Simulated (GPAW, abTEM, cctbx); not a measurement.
## Sc3CoRe2Bi3: the scripts behind a bonding study

Short scripts, each with its output. The cell comes from substitution in a known structure type and wasn't matched to any measured phase.

### 1. Relax the structure

```text
cell
1.0
     0.000000000    0.000000000    3.766000000
     7.421000000    0.000000000    0.000000000
    -3.710500000    6.426774521    0.000000000
Bi Re Co Sc
3 2 1 3
Direct
0.500000000 0.000000000 0.604200000
0.500000000 0.395800000 0.395800000
0.500000000 0.604200000 0.000000000
0.000000000 0.666666667 0.333333333
0.000000000 0.333333333 0.666666667
0.500000000 0.000000000 0.000000000
0.000000000 0.000000000 0.238200000
0.000000000 0.761800000 0.761800000
0.000000000 0.238200000 0.000000000
```

```python
from ase.constraints import FixSymmetry
from ase.filters import FrechetCellFilter
from ase.io import read, write
from ase.optimize import BFGS
from ase.parallel import parprint
from gpaw import GPAW, PW, FermiDirac

atoms = read("start.vasp")
atoms.set_initial_magnetic_moments([0, 0, 0, 0, 0, 2, 0, 0, 0])
atoms.set_constraint(FixSymmetry(atoms))
atoms.calc = GPAW(mode=PW(570), xc="PBE", kpts={"size": (5, 3, 3), "gamma": True},
                 occupations=FermiDirac(0.1), maxiter=120, symmetry={"tolerance": 1e-5}, txt="relax.txt")
BFGS(FrechetCellFilter(atoms), maxstep=0.15).run(fmax=0.03, steps=40)
parprint("cell  %.4f %.4f %.4f  %.2f %.2f %.2f" % tuple(atoms.cell.cellpar()))
parprint("volume %.3f A^3, largest force %.3f eV/A, largest stress %.2f GPa" % (atoms.get_volume(), abs(atoms.get_forces()).max(), 160.218 * abs(atoms.get_stress()).max()))
atoms.set_constraint()
write("relaxed.vasp", atoms, direct=True)
```

```console
$ OMP_NUM_THREADS=1 mpirun -n 4 gpaw python run.py > gpaw.log
```

```text
      Step        Energy          fmax
BFGS:    0      -58.103198        1.357533
BFGS:    1      -58.181912        1.122447
BFGS:    2      -58.389291        0.359474
BFGS:    3      -58.403292        0.370402
BFGS:    4      -58.427153        0.396948
BFGS:    5      -58.461926        0.439251
BFGS:    6      -58.495745        0.466515
BFGS:    7      -58.513016        0.458099
BFGS:    8      -58.528216        0.429545
BFGS:    9      -58.541426        0.390984
BFGS:   10      -58.564213        0.345590
BFGS:   11      -58.603163        0.363100
BFGS:   12      -58.634825        0.251135
BFGS:   13      -58.645534        0.052712
BFGS:   14      -58.646501        0.023045
cell  3.5148 7.6820 7.6820  120.00 90.00 90.00
volume 179.635 A^3, largest force 0.005 eV/A, largest stress 0.18 GPa
```

Time: 19 min on 4 cores of Arm Neoverse V1 (shared host), peak memory 2 GiB.

### 2. Build the all-electron density and subtract free atoms

```text
cell
1.0
     0.000000000    0.000000000    3.514847030
     7.682039250    0.000000000    0.000000000
    -3.841019630    6.652841140    0.000000000
Bi Re Co Sc
3 2 1 3
Direct
0.500000000 0.000000000 0.608302210
0.500000000 0.391697790 0.391697790
0.500000000 0.608302210 0.000000000
0.000000000 0.666666670 0.333333330
0.000000000 0.333333330 0.666666670
0.500000000 0.000000000 0.000000000
0.000000000 0.000000000 0.258064210
0.000000000 0.741935790 0.741935790
0.000000000 0.258064210 0.000000000
```

```python
import numpy as np
from ase.io import read
from ase.units import Bohr
from gpaw import GPAW, PW, FermiDirac
from gpaw.calculator import GPAW as OldGPAW
from gpaw.mpi import serial_comm, world
from scipy.special import erfc
from scipy.spatial import cKDTree

atoms = read("cell.vasp")
atoms.set_initial_magnetic_moments([0, 0, 0, 0, 0, 2, 0, 0, 0])
atoms.calc = GPAW(mode=PW(450), xc="PBE", kpts={"size": (7, 4, 4), "gamma": True},
                 occupations=FermiDirac(0.1), maxiter=120, symmetry={"tolerance": 1e-5}, txt="scf.txt")
atoms.get_potential_energy()
rho = atoms.calc.get_all_electron_density(gridrefinement=2)
moments = atoms.get_magnetic_moments() if atoms.calc.get_number_of_spins() == 2 else np.zeros(len(atoms))
total = atoms.get_magnetic_moment() if moments.any() else 0.0
if world.rank == 0:
    free = OldGPAW(mode=PW(450), xc="PBE", txt=None, communicator=serial_comm)
    neutral = atoms.copy()
    neutral.set_initial_magnetic_moments(None)
    free.initialize(neutral)
    free.set_positions(neutral)
    drho = rho - free.get_all_electron_density(gridrefinement=2)
    # GPAW starts from confined atoms: exchange their smooth part for that of the datasets' free atoms
    h = np.stack(np.meshgrid(*[np.fft.fftfreq(n, 1 / n) for n in drho.shape], indexing="ij"), -1)
    gabs = np.linalg.norm(h @ atoms.cell.reciprocal(), axis=-1)
    tails = np.fft.fftn(free.get_pseudo_density(gridrefinement=2))
    g, form, v0 = np.linspace(0, gabs.max(), 1500), {}, 0
    for e in set(atoms.symbols):
        idx = atoms.symbols.search(e)
        d = free.setups[idx[0]].data
        r, w = d.rgd.r_g * Bohr, d.rgd.r_g**2 * d.rgd.dr_g
        j0 = np.sinc(2 * g[:, None] * r)
        smooth = sum(f * p**2 for f, p in zip(d.f_j, d.phit_jg)) + np.sqrt(4 * np.pi) * d.nct_g
        full = sum(f * p**2 for f, p in zip(d.f_j, d.phi_jg)) + np.sqrt(4 * np.pi) * d.nc_g
        phase = sum(np.exp(-2j * np.pi * h @ s) for s in atoms.get_scaled_positions()[idx])
        tails -= np.interp(gabs, g, j0 @ (smooth * w)) * phase * drho.size / atoms.get_volume()
        form[e] = j0 @ (full * w)
        v0 += 2 * np.pi / 3 * 14.3996 * (full * w * r**2).sum() * len(idx)  # V A^3
    tails *= 0.5 * erfc((gabs - 1.8) / 0.25)  # the tails differ at long wavelengths alone
    drho += np.fft.ifftn(tails).real  # crystal minus superposed spherical free atoms
    np.save("drho.npy", drho)
    dv = atoms.get_volume() / drho.size
    print("grid", drho.shape, " electrons %.3f" % (rho.sum() * dv), " moved by bonding %.3f e" % (abs(drho).sum() * dv / 2))
    pts = np.indices(drho.shape).reshape(3, -1).T / drho.shape @ atoms.cell
    shifts = (np.indices((3, 3, 3)).reshape(3, -1).T - 1) @ atoms.cell
    images = (atoms.positions[None] + shifts[:, None]).reshape(-1, 3)
    dist, idx = cKDTree(images).query(pts, k=4)
    out = drho.ravel()[dist[:, 0] > 0.5]
    print("deformation density beyond 0.5 A of the nuclei: max %.3f, min %.3f e/A^3" % (out.max(), out.min()))
    tie = dist < dist[:, :1] + 1e-4
    q = -np.bincount((idx % len(atoms))[tie], (drho.ravel()[:, None] / tie.sum(1, keepdims=True) * tie)[tie], len(atoms)) * dv
    print("atom        x       y       z   Voronoi charge  moment")
    for a, s, c, m in zip(atoms, atoms.get_scaled_positions(), q, moments):
        print("%-2s%-3d %7.4f %7.4f %7.4f %10.3f %10.2f" % (a.symbol, a.index + 1, *s, c, m))
    np.savez("free.npz", g=g, **form)
    print("mean inner potential of superposed free atoms %.3f V" % (v0 / atoms.get_volume()))
    print("total magnetic moment %.3f muB" % total)
```

```console
$ OMP_NUM_THREADS=1 mpirun -n 4 gpaw python run.py > gpaw.log
```

```text
grid (36, 80, 80)  electrons 489.000  moved by bonding 2.064 e
deformation density beyond 0.5 A of the nuclei: max 0.240, min -0.126 e/A^3
atom        x       y       z   Voronoi charge  moment
Bi1    0.5000  0.0000  0.6083      0.188       0.00
Bi2    0.5000  0.3917  0.3917      0.188       0.00
Bi3    0.5000  0.6083  0.0000      0.188       0.00
Re4    0.0000  0.6667  0.3333     -0.209       0.00
Re5    0.0000  0.3333  0.6667     -0.209       0.00
Co6    0.5000  0.0000  0.0000     -0.432       0.00
Sc7    0.0000  0.0000  0.2581      0.095      -0.00
Sc8    0.0000  0.7419  0.7419      0.095      -0.00
Sc9    0.0000  0.2581  0.0000      0.095      -0.00
mean inner potential of superposed free atoms 25.924 V
total magnetic moment 0.000 muB
```

Time: 2.2 min.

### 3. Fourier-transform the difference

```python
from cctbx import adptbx, crystal, miller, xray
from cctbx.eltbx import tiny_pse
import numpy as np

cs = crystal.symmetry(unit_cell=(7.682, 7.682, 3.5148, 90, 90, 120), space_group_symbol='Hall: P -6 -2')  # P-62m
atoms = [  # label, site, U (iso, or U11 U22 U33 U12 U13 U23 in A^2), occupancy
    ("Bi1", (0, 0.6083, 0.5), 0.0000, 1),
    ("Re1", (2/3, 1/3, 0), 0.0000, 1),
    ("Co1", (0, 0, 0.5), 0.0000, 1),
    ("Sc1", (0, 0.25806, 0), 0.0000, 1),
]
xs = xray.structure(crystal_symmetry=cs)
for label, site, u, occ in atoms:
    u = adptbx.u_cif_as_u_star(cs.unit_cell(), u) if isinstance(u, tuple) else u
    xs.add_scatterer(xray.scatterer(label, site=site, u=u, occupancy=occ))
xs.scattering_type_registry(table="wk1995")
drho = np.load("drho.npy")
T = np.array([[0, 1, 0], [0, 0, 1], [1, 0, 0]])  # conventional axes in terms of the primitive ones
dF = np.fft.ifftn(drho) * 179.63465  # electrons a conventional cell, indexed by primitive hkl
ms = miller.build_set(cs, anomalous_flag=False, d_min=0.9).sort("resolution")
iam = ms.structure_factors_from_scatterers(xs, algorithm="direct").f_calc()
p1 = xs.expand_to_p1()
z = np.array([tiny_pse.table(sc.scattering_type).atomic_number() for sc in p1.scatterers()])
x = np.array(p1.sites_frac())
free = np.load("free.npz")
print("static structure factors of the conventional cell: F in electrons, V (Mott-Bethe) in volts")
print("   h  k  l      d  |F| table  |F| free   |F| DFT   change   |V| free  |V| DFT  change %")
for h, d, table in list(zip(ms.indices(), ms.d_spacings().data(), iam.data()))[:16]:
    df = dF[tuple(np.rint(np.linalg.solve(T, h)).astype(int))]
    phase = np.exp(2j * np.pi * x @ h)
    f = sum(np.interp(1 / d, free["g"], free[sc.scattering_type]) * p for sc, p in zip(p1.scatterers(), phase))
    fz = (z * phase).sum()
    c = 14.3996 * d * d / (np.pi * cs.unit_cell().volume())
    v0, v1 = abs(fz - f) * c, abs(fz - f - df) * c
    print("%4d%3d%3d %7.4f %9.3f %9.3f %9.3f %8.3f %9.3f %8.3f %8s" % (h + (d, abs(table), abs(f), abs(f + df), abs(f + df) - abs(f), v0, v1, "%.1f" % (100 * (v1 / v0 - 1)) if v0 > 0.02 else "-")))
```

```console
$ python run.py
```

```text
static structure factors of the conventional cell: F in electrons, V (Mott-Bethe) in volts
   h  k  l      d  |F| table  |F| free   |F| DFT   change   |V| free  |V| DFT  change %
   1  0  0  6.6528    74.038    73.925    73.728   -0.196     1.389    1.610     16.0
   1  1  0  3.8410   139.437   139.322   139.313   -0.009     3.163    3.168      0.2
   0  0  1  3.5148    62.131    62.049    61.366   -0.683     0.300    0.515     71.8
   2  0  0  3.3264    44.643    44.603    44.780    0.177     1.184    1.134     -4.2
   1  0  1  3.1077    33.383    33.372    33.800    0.428     0.918    0.813    -11.5
   1  1  1  2.5930   265.484   265.376   265.311   -0.066     8.166    8.174      0.1
   2  1  0  2.5145   132.293   132.210   131.876   -0.334     4.770    4.821      1.1
   2  0  1  2.4160   197.118   196.903   196.857   -0.045     6.473    6.480      0.1
   3  0  0  2.2176   291.905   291.568   290.870   -0.698     8.917    9.004      1.0
   2  1  1  2.0451   101.554   101.375   101.191   -0.185     2.973    2.999      0.9
   2  2  0  1.9205   132.184   131.959   131.845   -0.114     3.200    3.212      0.4
   3  0  1  1.8755     8.117     8.220     8.360    0.140     0.028    0.040     45.6
   3  1  0  1.8452   165.007   164.987   164.879   -0.108     3.772    3.781      0.2
   0  0  2  1.7574   362.099   361.712   362.028    0.316    10.031   10.006     -0.2
   1  0  2  1.6991    62.356    62.340    62.499    0.159     0.944    0.932     -1.2
   2  2  1  1.6853   152.833   152.725   152.617   -0.109     3.309    3.316      0.2
```

Time: 0.31 s on 1 core of Arm Neoverse V1 (shared host), peak memory 0.08 GiB.

### 4. Rock the beam across one reflection

```python
import abtem
import numpy as np
from ase.build import make_supercell
from ase.io import read

abtem.config.set({"dask.lazy": False, "fft": "fftw", "diagnostics.progress_bar": False})
M = [[0, 1, 1], [0, -1, 1], [1, 0, 0]]  # rows: x, y and beam direction in the primitive cell's axes
unit = make_supercell(read("cell.vasp"), M)
unit.set_cell(list(unit.cell.lengths()) + [90, 90, 90], scale_atoms=True)
unit.positions[:, 2] += 0.8787  # keeps atomic planes off the slice boundaries
unit.wrap()
slab = unit * (1, 1, 144)
print(slab.get_chemical_formula(), "| box %.2f x %.2f x %.2f A" % tuple(slab.cell.lengths()))

# change of the potential by bonding, from the DFT deformation density (Poisson's equation term by term)
drho = np.load("drho.npy")
prim = read("cell.vasp")
h = np.stack(np.meshgrid(*[np.fft.fftfreq(n, 1 / n) for n in drho.shape], indexing="ij"), -1).reshape(-1, 3).astype(int)
g2 = ((h @ prim.cell.reciprocal()) ** 2).sum(1)
keep = (g2 > 0) & (g2 < 2.5**2)
shape = (171, 296, 22)
vg = np.zeros(shape, complex)
hm = h[keep] @ np.array(M).T
move = np.exp(-2j * np.pi * hm[:, 2] * (0.8787 / unit.cell[2, 2] - 0.5 / shape[2]))  # the same shift, sampled at mid-points
vg[tuple(hm.T % np.array(shape)[:, None])] = -14.3996 / np.pi * (np.fft.fftn(drho).ravel() / drho.size)[keep] / g2[keep] * move
dV = np.fft.ifftn(vg).real * vg.size
dV = dV.reshape(171, 296, 2, 11).mean(3) * unit.cell[2, 2] / 2  # V A, projected in each slice
dV = np.tile(dV.transpose(2, 0, 1), (144, 1, 1))


def build(atoms):
    p = abtem.Potential(atoms, gpts=(171, 296), slice_thickness=[slab.cell[2, 2] / 288] * 288,
                        parametrization="lobato", projection="infinite", exit_planes=72).build()
    p.array[:] += BONDING * dV
    return p


def potentials():
    yield build(slab)  # atoms at rest


for label, BONDING in (("IAM", 0.0), ("DFT", 1.0)):
    print("=====", label)
    potential = build(slab)
    print("grid", potential.gpts, "slices", potential.num_slices)
    thickness = potential.exit_thicknesses
    h = np.array(M) @ np.linalg.solve(np.array([[0, 1, 0], [0, 0, 1], [1, 0, 0]]), [1, 0, 0])
    ix, iy = round(h[0]) * 1, round(h[1]) * 1
    gxy = h[:2] / unit.cell.lengths()[:2]
    along = gxy / np.hypot(*gxy)
    across = np.array([-along[1], along[0]])
    bragg = 500 * abtem.PlaneWave(energy=200000).wavelength * np.hypot(*gxy)
    print("Bragg angle %.3f mrad; beam tilted 37 mrad off the zone axis across the row" % bragg)
    print("dark-field intensity of 1 0 0 against tilt along the row, in Bragg angles")
    print("  t (A)" + "".join("%8.2f" % s for s in [0.2, 0.4, 0.6, 0.8, 1.0, 1.2, 1.4, 1.6, 1.8, 2.0, 2.2, 2.4, 2.6]))
    rows = []
    row = [(n * ix, n * iy) for n in range(-8, 9)]
    for s in [0.2, 0.4, 0.6, 0.8, 1.0, 1.2, 1.4, 1.6, 1.8, 2.0, 2.2, 2.4, 2.6]:
        tilt = -s * bragg * along + 37 * across
        dp = abtem.PlaneWave(energy=200000, tilt=tuple(tilt)).multislice(potential).diffraction_patterns(max_angle="valid").array
        rows.append(dp[:, dp.shape[1] // 2 + ix, dp.shape[2] // 2 + iy])
        if s == 1.0:
            cx, cy = dp.shape[1] // 2, dp.shape[2] // 2
            share = sum(dp[:, cx + i, cy + j] for i, j in row if abs(i) < cx and abs(j) < cy) / dp.sum(axis=(1, 2))
            total = dp.sum(axis=(1, 2))
    for t, a in list(zip(thickness, np.array(rows).T))[1:]:
        print("%7.1f" % t + "".join("%8.4f" % v for v in a))
    print("at the Bragg tilt, share in the row:", share[1:].round(3).tolist(), "total:", total[1:].round(3).tolist())
```

```console
$ python run.py
```

```text
Bi864Co288Re576Sc864 | box 7.68 x 13.31 x 506.14 A
===== IAM
grid (171, 296) slices 288
Bragg angle 1.885 mrad; beam tilted 37 mrad off the zone axis across the row
dark-field intensity of 1 0 0 against tilt along the row, in Bragg angles
  t (A)    0.20    0.40    0.60    0.80    1.00    1.20    1.40    1.60    1.80    2.00    2.20    2.40    2.60
  126.5  0.0009  0.0012  0.0016  0.0020  0.0024  0.0028  0.0031  0.0034  0.0038  0.0040  0.0042  0.0044  0.0045
  253.1  0.0126  0.0091  0.0059  0.0040  0.0034  0.0037  0.0045  0.0057  0.0072  0.0081  0.0086  0.0088  0.0094
  379.6  0.0321  0.0217  0.0137  0.0079  0.0059  0.0056  0.0064  0.0085  0.0107  0.0132  0.0145  0.0166  0.0165
  506.1  0.0286  0.0234  0.0255  0.0247  0.0249  0.0231  0.0200  0.0178  0.0142  0.0120  0.0068  0.0031  0.0029
at the Bragg tilt, share in the row: [0.4320000112056732, 0.23199999332427979, 0.1899999976158142, 0.10000000149011612] total: [0.9890000224113464, 0.9760000109672546, 0.968999981880188, 0.9549999833106995]
===== DFT
grid (171, 296) slices 288
Bragg angle 1.885 mrad; beam tilted 37 mrad off the zone axis across the row
dark-field intensity of 1 0 0 against tilt along the row, in Bragg angles
  t (A)    0.20    0.40    0.60    0.80    1.00    1.20    1.40    1.60    1.80    2.00    2.20    2.40    2.60
  126.5  0.0004  0.0006  0.0009  0.0012  0.0016  0.0019  0.0022  0.0025  0.0028  0.0030  0.0032  0.0033  0.0034
  253.1  0.0090  0.0058  0.0033  0.0021  0.0020  0.0026  0.0034  0.0044  0.0058  0.0069  0.0075  0.0078  0.0086
  379.6  0.0271  0.0165  0.0088  0.0038  0.0026  0.0026  0.0036  0.0057  0.0084  0.0117  0.0138  0.0164  0.0170
  506.1  0.0282  0.0212  0.0218  0.0209  0.0216  0.0194  0.0167  0.0161  0.0137  0.0119  0.0070  0.0034  0.0033
at the Bragg tilt, share in the row: [0.42500001192092896, 0.23100000619888306, 0.1850000023841858, 0.09600000083446503] total: [0.9890000224113464, 0.9760000109672546, 0.9679999947547913, 0.9549999833106995]
```

Time: 52 s.

[Outputs are excerpts: Python notices, other lines and further rows are left out; steps that failed or that the build refused (PBEsol, TPSS) are not shown.]

[Logs are printed without paths, hosts, clocks, repeated set-up lines and the standing remarks that a program may print on its own settings, such as how far it seeks lower states.]
